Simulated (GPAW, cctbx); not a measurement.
## Cu3SbCl6: what bonding does to one electron reflection, worked out

Cu3SbCl6, Fm-3m (no. 225), a = 10.0713 Å, b = 10.0713 Å, c = 10.0713 Å, α = 90.00°, β = 90.00°, γ = 90.00°.

| atom | mult. | x | y | z |
| --- | --- | --- | --- | --- |
| Sb1 | 4 | 0 | 0 | 0 |
| Cu1 | 4 | 1/2 | 0 | 0 |
| Cu2 | 8 | 1/4 | 3/4 | 3/4 |
| Cl1 | 24 | 0 | 0 | 0.7407 |

The start was made by putting kin elements into a known structure type; the compound need not exist, or be stable, in this form.

A DFT run (GPAW, PBE, 450 eV, 3×3×3 k-points, Fermi–Dirac width 0.05 eV) gives the static X-ray structure factor of 022 as 373.022 e for the conventional cell; superposed free atoms give 376.407 e. **Problem.** Find the Fourier component V of the crystal potential and the two-beam extinction distance at 200 kV in both cases.

### 1. Geometry

The cell volume is Ω = 1021.54 Å³ and d(022) = 3.5607 Å, so g = 1/d = 0.2808 Å⁻¹.

### 2. The nuclei

Electrons feel nuclei as well as electrons, so the nuclear charges are summed with the same phases.

Phase sums Σ exp(2πi h·x), turned so that the total is real and positive: Sb +4.000, Cu +12.000, Cl -7.890. Then F_Z = 51 × (+4.000) + 29 × (+12.000) + 17 × (-7.890) = 417.87 e. The electron term has the same sign for this reflection.

### 3. Mott–Bethe

Poisson's equation, term by term, gives V = (e/4πε₀)(F_Z − F)/(πΩg²), with e/4πε₀ = 14.3996 V Å.

The prefactor is 14.3996 × 3.5607²/(π × 1021.54) = 0.05689 V per electron. Free atoms: (417.87 − 376.407) × 0.05689 = 2.359 V. Crystal: (417.87 − 373.022) × 0.05689 = 2.551 V. F changes by -0.90 % and V by +8.2 %: the same 3.38 e is measured against F_Z − F = 41.5 e in place of F = 376.4 e.

### 4. Extinction distance

In the two-beam case ξ = 1/(λU) with U = 2γm₀eV/h², that is ξ = 150.41 V Å²/(γλV).

At 200 kV, λ = 0.02508 Å and γ = 1.3914. Free atoms: ξ = 1827 Å. Crystal: ξ = 1690 Å. The thickness fringes go as sin²(πt/ξ), so the two patterns slip by a quarter of a period when t|1/ξ₁ − 1/ξ₀| = 1/4, at t ≈ 560 nm. Thermal motion, absorption and many-beam coupling, left out here, change a real pattern.

### 5. Answer

V(022) is 2.55 V against 2.36 V, and ξ is 1690 against 1827 Å. Limits: static atoms, two beams; no Hubbard U on Cu.
